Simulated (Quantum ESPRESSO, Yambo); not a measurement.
Four G0W0 runs on AlN (P6_3mc).

The database entry behind the starting cell differs from later determinations by our own check (inner coordinate u about 0.002 short), so it need not match the best structure at ambient conditions.

```xyz
4
Lattice="3.1130 0.0000 0.0000 -1.5565 2.6959 0.0000 0.0000 0.0000 4.9810" Properties=species:S:1:pos:R:3 pbc="T T T"
Al    0.0000    1.7973    0.0000
Al    1.5565    0.8986    2.4905
N     0.0000    1.7973    1.8928
N     1.5565    0.8986    4.3833
```

The cell and positions come from the Crystallography Open Database and are kept as given unless a step says otherwise.

Program: Yambo 5.3.0; PBE start, 3×3×4 mesh, Godby-Needs plasmon pole.

| bands | screening cutoff (eV) | gap on the mesh (eV) |
| --- | --- | --- |
| 132 | 210.9 | 5.558 |
| 501 | 210.9 | 5.648 |
| 132 | 353.7 | 5.555 |

If the two steps added up, what gap would 501 bands at 353.7 eV give? Do they add up?

From the first row, the second adds +0.090 eV and the third −0.003 eV, so the sum predicts 5.558 +0.090 −0.003 = 5.645 eV. The run gave 5.655 eV, +0.010 eV from that. The steps nearly add up here.

Limits: not at the basis limit; coarse k mesh.

[Paths, hosts, dates, memory and timing lines, banners, echoed tables and standing remarks are left out of the program output.]

[Logs are printed without paths, hosts, clocks, repeated set-up lines and the standing remarks that a program may print on its own settings, such as how far it seeks lower states.]

[Runs of the session that timed out or met a known fault of the program may be left out.]

[Hosts, paths, dates, database ids (printed as entryN), source tags and the programs' standing remarks are cut or masked in the printed files.]
